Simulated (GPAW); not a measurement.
# Core-hole calculation of the S K edge in CdS (Hawleyite, F-43m), part 2 of 3

What does one-electron theory with a core hole give for the S K edge of CdS (Hawleyite, F-43m)?

GPAW 26.7.0; X-ray absorption from dipole matrix elements to empty bands, plane-wave PAW PBE.

So far. Step 2 (Ground state of the crystal): The mesh shows a gap of 1.13 eV, so the hole is first treated in a charged cell, without the excited electron. Step 3 (Spectrum without a core hole, ): The program stopped, so this step gives no result.

### Step 5. Spectrum with FCH, S atom 2

The holes are 7.1 Å apart. In GPAW the data set carries the hole's charge, so charge=0 means a charged cell and charge=-1 a neutral one. The excited electron is left out and a uniform background balances the charge. After the field has converged, empty bands are computed with the density fixed and the dipole matrix elements are summed.

The absorber has 4 Cd at 2.53 Å (tetrahedral, site symmetry -43m).

xas.py

```python
import numpy as np
from ase import Atoms
from ase.parallel import parprint, paropen
from gpaw import GPAW, PW, FermiDirac, Mixer, MixerDif, setup_paths
from gpaw.test import gen
setup_paths.insert(0, '.')
gen('S', name='fch1s', xcname='PBE', corehole=(1, 0, 1), write_xml=True)
from gpaw.mpi import world
world.barrier()

atoms = Atoms('Cd6S6',
    cell=[[-2.9165, -2.9165, -5.833],
     [-2.9165, -2.9165, 5.833],
     [-2.9165, 5.833, 2.9165]],
    scaled_positions=[[0, 0, 0],
     [0.66666667, 0, 0.33333333],
     [0.5, 0.5, 0],
     [0.33333333, 0, 0.66666667],
     [0.16666667, 0.5, 0.33333333],
     [0.83333333, 0.5, 0.66666667],
     [0.875, 0.625, 0],
     [0.54166667, 0.625, 0.33333333],
     [0.375, 0.125, 0],
     [0.20833333, 0.625, 0.66666667],
     [0.04166667, 0.125, 0.33333333],
     [0.70833333, 0.125, 0.66666667]],
    pbc=True)
atoms.calc = calc = GPAW(legacy_gpaw=True, mode=PW(430), xc='PBE', setups={6: 'fch1s'},
    kpts={'size': (3, 2, 3), 'gamma': True}, occupations=FermiDirac(0.02),
    charge=0, mixer=Mixer(0.1, 5, 50), maxiter=150,
    convergence={'density': 0.0001}, txt='scf.txt')
energy = atoms.get_potential_energy() + calc.get_reference_energy()
ef = calc.get_fermi_level()
out = dict(energy=energy, fermi=ef, forces=atoms.get_forces().tolist())
parprint(f'all-electron energy {energy:.4f} eV, Fermi level {ef:.4f} eV')
ev = np.array([[calc.get_eigenvalues(k, s) for k in range(len(calc.get_ibz_k_points()))] for s in range(calc.get_number_of_spins())])
out['homo'], out['lumo'], out['counts'] = ev[ev < ef].max(), ev[ev > ef].min(), sorted(set((ev < ef).sum((0, 2)).tolist()))
out['filled'] = (ev[:, 0] < ef).sum(1).tolist()

from ase.units import Ha
from gpaw.xas import dipole_matrix_elements
nb = int(calc.get_number_of_electrons() / 2) + 179
top, nb = nb, nb + 8 + nb // 12
nscf = calc.fixed_density(kpts={'size': (3, 3, 3), 'gamma': True}, nbands=nb,
    convergence={'bands': top, 'eigenstates': 1e-5}, maxiter=60, txt='nscf.txt')
cell = atoms.cell.array
ops = [cell.T @ U.T @ np.linalg.inv(cell.T) for U in nscf.wfs.kd.symmetry.op_scc]
filled = [54]  # bands filled in the ground state, by spin
E = np.arange(-6, 34, 0.1)
fwhm = np.interp(E, [4, 25], [0.9, 3.5])
Y, X, zero, highest = 0, 0, 1e9, 1e9
for spin in range(nscf.get_number_of_spins()):
    wfs = nscf.wfs
    A = dipole_matrix_elements(wfs.setups[6])
    eps = np.zeros((wfs.kd.nibzkpts, nb))
    d = np.zeros((3, A.shape[1], wfs.kd.nibzkpts, nb), complex)
    for kpt in wfs.kpt_u:
        if kpt.s == spin and 6 in kpt.P_ani:
            eps[kpt.k] = kpt.eps_n * Ha
            d[:, :, kpt.k] = (kpt.weight * wfs.nspins / 2) ** 0.5 * np.inner(A, kpt.P_ani[6])
    world.sum(eps)
    world.sum(d)
    T = np.einsum('amkn,bmkn->abkn', d, d.conj()).real
    T = sum(np.einsum('ai,ijkn,bj->abkn', R, T, R) for R in ops) / len(ops)
    empty = np.ones_like(eps, bool) & (np.arange(nb) >= filled[spin])
    zero, highest = min(zero, eps[empty].min()), min(highest, eps[:, top - 1].min())
    lines = [(eps, T, empty)] if spin == 0 else lines + [(eps, T, empty)]
for eps, T, empty in lines:
    f = np.einsum('aakn->akn', T).reshape(3, -1)
    x = eps.ravel() - zero
    w = np.interp(x, E, fwhm) / 2.35482
    g = np.exp(-0.5 * ((E[:, None] - x) / w) ** 2) / (w * (2 * np.pi) ** 0.5)
    Y = Y + (f * empty.ravel()) @ g.T
    X = X + (f * ~empty.ravel()) @ g.T
out.update(E=E.round(2).tolist(), xas=Y.tolist(), xes=X.tolist(), zero=zero, valid=highest - zero, nk=len(eps), nb=nb)
for i in range(0, len(E), 10):
    parprint(f'{E[i]:7.2f}', *(f'{v:10.3e}' for v in Y[:, i]))
import json
with paropen('out.json', 'w') as f:
    json.dump(out, f)
```

Command:

```console
> OMP_NUM_THREADS=1 mpirun -n 4 gpaw python xas.py
```

Numbers of over 12 decimals in the logs are rounded to 6 here.

What it wrote:

```text
Input parameters:
  convergence: {density: 0.0001}
  kpts: {gamma: True,
         size: (3, 2, 3)}
  maxiter: 150
  mixer: {backend: pulay,
          beta: 0.1,
          method: separate,
          nmaxold: 5,
          weight: 50}
  mode: {ecut: 430.0,
         name: pw}
  occupations: {fixmagmom: False,
                name: fermi-dirac,
                width: 0.02}
  setups: {6: fch1s}
  xc: PBE

Initialize ...

[... PAW data sets ...]

Reference energy: -975690.283575  # eV

Spin-paired calculation

[... convergence settings ...]
Symmetries present (total): 2
  [... symmetry matrices ...]

18 k-points: 3 x 2 x 3 Monkhorst-Pack grid + [0.000000,1/4,0.000000]
8 k-points in the irreducible part of the Brillouin zone
       k-points in crystal coordinates                weights
   0:     0.00000000    0.00000000    0.00000000          1/18
   1:     0.00000000    0.00000000    0.33333333          2/18
   2:     0.00000000    0.50000000    0.00000000          1/18
   3:     0.00000000    0.50000000    0.33333333          2/18
   4:     0.33333333    0.00000000    0.00000000          4/18
   5:     0.33333333    0.00000000    0.33333333          2/18
   6:     0.33333333    0.50000000    0.00000000          4/18
   7:     0.33333333    0.50000000    0.33333333          2/18

Wave functions: Plane wave expansion
  Cutoff energy: 430.000 eV
  Number of coefficients (min, max): 6006, 6047
  Pulay-stress correction: 0.000000 eV/Ang^3 (de/decut=0.000000)
  Using FFTW library
  Wavefunction extrapolation:
    Improved wavefunction reuse through dual PAW basis

Occupation numbers: Fermi-Dirac:
  width: 0.0200  # eV

Eigensolver
   Davidson(niter=2)

Densities:
  Coarse grid: 35*35*35 grid
  Fine grid: 70*70*70 grid
  Total Charge: 1.000000

Density mixing:
  Method: separate
  Backend: pulay
  Linear mixing parameter: 0.1
  old densities: 5
  Width of damping distribution: 1.1
  Damping of long wavelength oscillations: 50

[... Hamiltonian set-up ...]
Number of atoms: 12
Number of atomic orbitals: 78
Number of bands in calculation: 69
Number of valence electrons: 108
Bands to converge: occupied

... initialized

Initializing position-dependent things.

Density initialized from atomic densities
Creating initial wave functions:
  69 bands from LCAO basis set

              S

                 Cd
                     S
                   Cd
            S
          Cd            Cd
              S
               Cd
                    S
           S     Cd

Atomic positions and initial magnetic moments

Positions:
   0 Cd     0.000000    0.000000    0.000000    ( 0.0000,  0.0000,  0.0000)
   1 Cd    -2.916500   -0.000000   -2.916500    ( 0.0000,  0.0000,  0.0000)
   2 Cd    -2.916500   -2.916500    0.000000    ( 0.0000,  0.0000,  0.0000)
   3 Cd    -2.916500    2.916500    0.000000    ( 0.0000,  0.0000,  0.0000)
   4 Cd    -2.916500   -0.000000    2.916500    ( 0.0000,  0.0000,  0.0000)
   5 Cd    -5.833000    0.000000    0.000000    ( 0.0000,  0.0000,  0.0000)
   6 S     -4.374750   -4.374750   -1.458250    ( 0.0000,  0.0000,  0.0000)
   7 S     -4.374750   -1.458250    1.458250    ( 0.0000,  0.0000,  0.0000)
   8 S     -1.458250   -1.458250   -1.458250    ( 0.0000,  0.0000,  0.0000)
   9 S     -4.374750    1.458250    4.374750    ( 0.0000,  0.0000,  0.0000)
  10 S     -1.458250    1.458250    1.458250    ( 0.0000,  0.0000,  0.0000)
  11 S     -4.374750    1.458250   -1.458250    ( 0.0000,  0.0000,  0.0000)

Unit cell:
           periodic     x           y           z      points  spacing
  1. axis:    yes   -2.916500   -2.916500   -5.833000    35     0.1690
  2. axis:    yes   -2.916500   -2.916500    5.833000    35     0.1924
  3. axis:    yes   -2.916500    5.833000    2.916500    35     0.1768

  Lengths:   7.143937   7.143937   7.143937
  Angles:   80.405932 120.000000 109.471221

Effective grid spacing dv^(1/3) = 0.1908

iter:   1   -59.720389
iter:   2   -57.454898   -1.59  -1.12
iter:   3   -53.968727   -1.00  -1.19
iter:   4   -53.959795   -2.48  -1.52
iter:   5   -54.081465   -2.74  -1.52
iter:   6   -53.976537   -1.97  -1.46
iter:   7   -53.921717   -3.37  -2.28
iter:   8   -53.876766   -2.68  -2.39
iter:   9   -53.875429c  -4.31  -2.68
iter:  10   -53.875296c  -4.92  -2.93
iter:  11   -53.875273c  -5.71  -3.29
iter:  12   -53.875338c  -5.63  -3.44
iter:  13   -53.875327c  -5.97  -3.79
iter:  14   -53.875323c  -7.02  -4.10c
iter:  15   -53.875323c  -7.00  -4.12c
iter:  16   -53.875323c  -7.66c -4.48c

Converged after 16 iterations.

Dipole moment: (7.245092, 7.245092, -0.968691) |e|*Ang

Energy contributions relative to reference atoms: (reference = -975690.283575)

Kinetic:        +97.591507
Potential:     -103.563741
External:        +0.000000
XC:             -48.641998
Entropy (-ST):   -0.000000
Local:           +0.738909
SIC:             +0.000000
--------------------------
Free energy:    -53.875323
Extrapolated:   -53.875323

Showing only first 2 kpts
 Kpt  Band  Eigenvalues  Occupancy
  0    52      3.57306    2.00000
  0    53      3.58824    2.00000
  0    54      4.53406    0.00000
  0    55      6.57805    0.00000

  1    52      3.10290    2.00000
  1    53      3.45160    2.00000
  1    54      5.84202    0.00000
[...]
Fermi level: 4.01716

Gap: 0.946 eV
Transition (v -> c):
  (s=0, k=0, n=53, [0.00, 0.00, 0.00]) -> (s=0, k=0, n=54, [0.00, 0.00, 0.00])
No difference between direct/indirect transitions

Forces in eV/Ang:
  0 Cd   -0.70574   -0.70574    0.73628
  1 Cd   -0.06120   -0.08916    0.05816
  2 Cd    0.71049    0.71049    0.55764
  3 Cd   -0.08916   -0.06120    0.05816
  4 Cd   -0.53674    0.69582   -0.71609
  5 Cd    0.69582   -0.53674   -0.71609
  6 S     0.00573    0.00573    0.00518
  7 S    -0.03505   -0.00940    0.01886
  8 S    -0.00475   -0.00475   -0.03393
  9 S    -0.00940   -0.03505    0.01886
 10 S     0.17580   -0.14600    0.00670
 11 S    -0.14600    0.17580    0.00670
Scalar-relativistic atomic PBE calculation for S (Sulfur, Z=16)
Core hole in 1s state (1s occupation: 1.0)
450 radial gridpoints.
|------------------------------------------------|
|------------------------------------------------|
[... the atom generator's iteration count ...]

Energy contributions:
-------------------------
Kinetic:     +308.185547
XC:           -20.950884
Potential:   -594.586668
-------------------------
Total:       -307.352006

state      eigenvalue         ekin         rmax
-----------------------------------------------
1s^1.0 :   -94.934283   126.064227        0.062
2s^2.0 :    -9.388817    20.721762        0.372
2p^6.0 :    -7.534702    20.423216        0.303
3s^2.0 :    -1.143740     3.483173        1.293
3p^4.0 :    -0.718992     2.793039        1.390
-----------------------------------------------
(units: Bohr and Hartree)

Generating PAW setup
Kinetic energy of the core from tauc = 290.824512
Cutoffs:
rc(s)=1.840
rc(p)=1.850
rc(d)=1.700
rc(vbar)=1.720
rc(comp)=1.430
rc(nct)=1.850

Kinetic energy of the core states: 290.047046
Charge: 1.0
Core electrons: 9.0
Valence electrons: 6.0
Pseudo-core charge: 0.024184
Shape function alpha=4.890
Pseudo-electron charge 6.375793
state    eigenvalue         norm
--------------------------------
3s(2) :    -1.143740     1.241181
*s    :    -0.143740
3p(4) :    -0.718992     0.967312
*p    :     0.281008
*d    :     0.000000
--------------------------------

Diagonalizing with gridspacing h=0.050

state   all-electron     PAW
-------------------------------
3s:      -1.143740    -1.144551
3p:      -0.718992    -0.719674
*d:                   -0.150764
*f:                   -0.016520
-------------------------------
all-electron energy -975744.1589 eV, Fermi level 4.0172 eV
[...]
31.00  2.449e-06  2.449e-06  2.424e-06
  32.00  2.437e-06  2.437e-06  2.460e-06
  33.00  2.354e-06  2.354e-06  2.388e-06
```

It took 3.2 min on 4 MPI ranks of Arm Neoverse V1, shared host; peak memory 0.4 GiB.

The S K spectrum, S atom 2, full core hole (charged cell) (energy from the lowest empty level; intensity scaled to a mean of 1 over the first 20 eV):

| E (eV) | intensity |
| --- | --- |
| -2.0 | 0.00 |
| -1.0 | 0.00 |
| 0.0 | 0.00 |
| 1.0 | 0.16 |
| 2.0 | 0.84 |
| 3.0 | 2.35 |
| 4.0 | 1.71 |
| 5.0 | 1.17 |
| 6.0 | 1.67 |
| 7.0 | 1.24 |
| 8.0 | 0.95 |
| 9.0 | 0.91 |
| 10.0 | 0.47 |
| 11.0 | 0.43 |
| 12.0 | 0.70 |
| 13.0 | 1.07 |
| 14.0 | 1.41 |
| 15.0 | 1.34 |
| 16.0 | 1.01 |
| 17.0 | 0.76 |
| 18.0 | 0.68 |
| 19.0 | 0.69 |
| 20.0 | 0.75 |
| 21.0 | 0.82 |
| 22.0 | 0.90 |
| 23.0 | 1.04 |
| 24.0 | 1.20 |
| 25.0 | 1.29 |
| 26.0 | 1.28 |
| 27.0 | 1.20 |
| 28.0 | 1.10 |
| 29.0 | 1.03 |
| 30.0 | 1.03 |
| 31.0 | 1.06 |
| 32.0 | 1.06 |

Main maxima below 24 eV (height): 3.0 eV (2.35), 6.1 eV (1.67) and 14.3 eV (1.44). A K edge sees empty p states on the absorber.

The hole costs E(hole) − E(ground) = 2477.85 eV, and the lowest empty level of the hole cell on the spectrum's mesh lies at 4.53 eV, which puts the zero at 2482.38 eV. One term is added: -16.94 eV, since the hole is spin-paired here and a spin-polarised one costs that much less in the free atom (computed apart). The photon energy is then 2465.44 eV. The functional and the charged cell's background leave an error of a few eV in such absolute values.

### Step 6. Spectrum with HCH, S atom 2

The holes are 7.1 Å apart. The data set carries half a charge, which charge=0 leaves uncompensated but for the background. Half a hole is Slater's transition state, a compromise that weakens the attraction. After the field has converged, empty bands are computed with the density fixed and the dipole matrix elements are summed.

Changed against the first core-hole run: core hole from full to half.

xas.py: that of step 5 with these lines changed.

```diff
@@ -6,3 +6,3 @@
 setup_paths.insert(0, '.')
-gen('S', name='fch1s', xcname='PBE', corehole=(1, 0, 1), write_xml=True)
+gen('S', name='hch1s', xcname='PBE', corehole=(1, 0, 0.5), write_xml=True)
 from gpaw.mpi import world
@@ -27,3 +27,3 @@
     pbc=True)
-atoms.calc = calc = GPAW(legacy_gpaw=True, mode=PW(430), xc='PBE', setups={6: 'fch1s'},
+atoms.calc = calc = GPAW(legacy_gpaw=True, mode=PW(430), xc='PBE', setups={6: 'hch1s'},
     kpts={'size': (3, 2, 3), 'gamma': True}, occupations=FermiDirac(0.02),
```

What it wrote:

```text
Input parameters:
  convergence: {density: 0.0001}
  kpts: {gamma: True,
         size: (3, 2, 3)}
  maxiter: 150
  mixer: {backend: pulay,
          beta: 0.1,
          method: separate,
          nmaxold: 5,
          weight: 50}
  mode: {ecut: 430.0,
         name: pw}
  occupations: {fixmagmom: False,
                name: fermi-dirac,
                width: 0.02}
  setups: {6: hch1s}
  xc: PBE

Initialize ...

[...]
*p    :     0.529228
*d    :     0.000000
--------------------------------

Diagonalizing with gridspacing h=0.050

state   all-electron     PAW
-------------------------------
3s:      -0.873471    -0.874183
3p:      -0.470772    -0.471310
*d:                   -0.023498
*f:                    0.031067
-------------------------------
all-electron energy -977003.9201 eV, Fermi level 4.0571 eV
[...]
32.00  2.721e-06  2.721e-06  2.733e-06
  33.00  2.632e-06  2.632e-06  2.670e-06
[key lines of the parts left out:]
Converged after 14 iterations.
Dipole moment: (7.298077, 7.298077, -1.020322) |e|*Ang
Free energy:    -44.311910
Fermi level: 4.05709
```

Wall time 3.1 min (4 MPI ranks); peak memory 0.4 GiB.

| E (eV) | first run | this run |
| --- | --- | --- |
| -2.0 | 0.00 | 0.00 |
| -1.0 | 0.00 | 0.00 |
| 0.0 | 0.00 | 0.00 |
| 1.0 | 0.16 | 0.14 |
| 2.0 | 0.84 | 0.68 |
| 3.0 | 2.35 | 1.99 |
| 4.0 | 1.71 | 1.88 |
| 5.0 | 1.17 | 1.24 |
| 6.0 | 1.67 | 1.76 |
| 7.0 | 1.24 | 1.44 |
| 8.0 | 0.95 | 1.07 |
| 9.0 | 0.91 | 0.99 |
| 10.0 | 0.47 | 0.51 |
| 11.0 | 0.43 | 0.42 |
| 12.0 | 0.70 | 0.66 |
| 13.0 | 1.07 | 0.97 |
| 14.0 | 1.41 | 1.32 |
| 15.0 | 1.34 | 1.35 |
| 16.0 | 1.01 | 1.05 |
| 17.0 | 0.76 | 0.79 |
| 18.0 | 0.68 | 0.68 |
| 19.0 | 0.69 | 0.66 |
| 20.0 | 0.75 | 0.69 |
| 21.0 | 0.82 | 0.73 |
| 22.0 | 0.90 | 0.79 |
| 23.0 | 1.04 | 0.91 |
| 24.0 | 1.20 | 1.07 |
| 25.0 | 1.29 | 1.18 |
| 26.0 | 1.28 | 1.21 |
| 27.0 | 1.20 | 1.16 |
| 28.0 | 1.10 | 1.08 |
| 29.0 | 1.03 | 1.00 |
| 30.0 | 1.03 | 1.00 |
| 31.0 | 1.06 | 1.04 |
| 32.0 | 1.06 | 1.05 |

The scaled spectrum changes by 11 % r.m.s. The highest intensity below 16 eV goes from 3.0 eV (2.35) to 3.1 eV (1.99).

(Continued in part 3 of 3.)

[Banner, clock and machine lines of the logs are left out without a mark of their own.]

[Logs are printed without paths, hosts, clocks, repeated set-up lines and the standing remarks that a program may print on its own settings, such as how far it seeks lower states.]

[Hosts, paths, dates, database ids (printed as entryN), source tags and the programs' standing remarks are cut or masked in the printed files.]

[Lists of maxima count a maximum above −3 eV only where it reaches 4 % of the highest in the window and stands out from its surroundings by 2 % of it (1.5 % where it reaches 55 %); shoulders and weaker maxima are passed over, and of the rest the first, up to two pre-edge ones and the few strongest are named.]
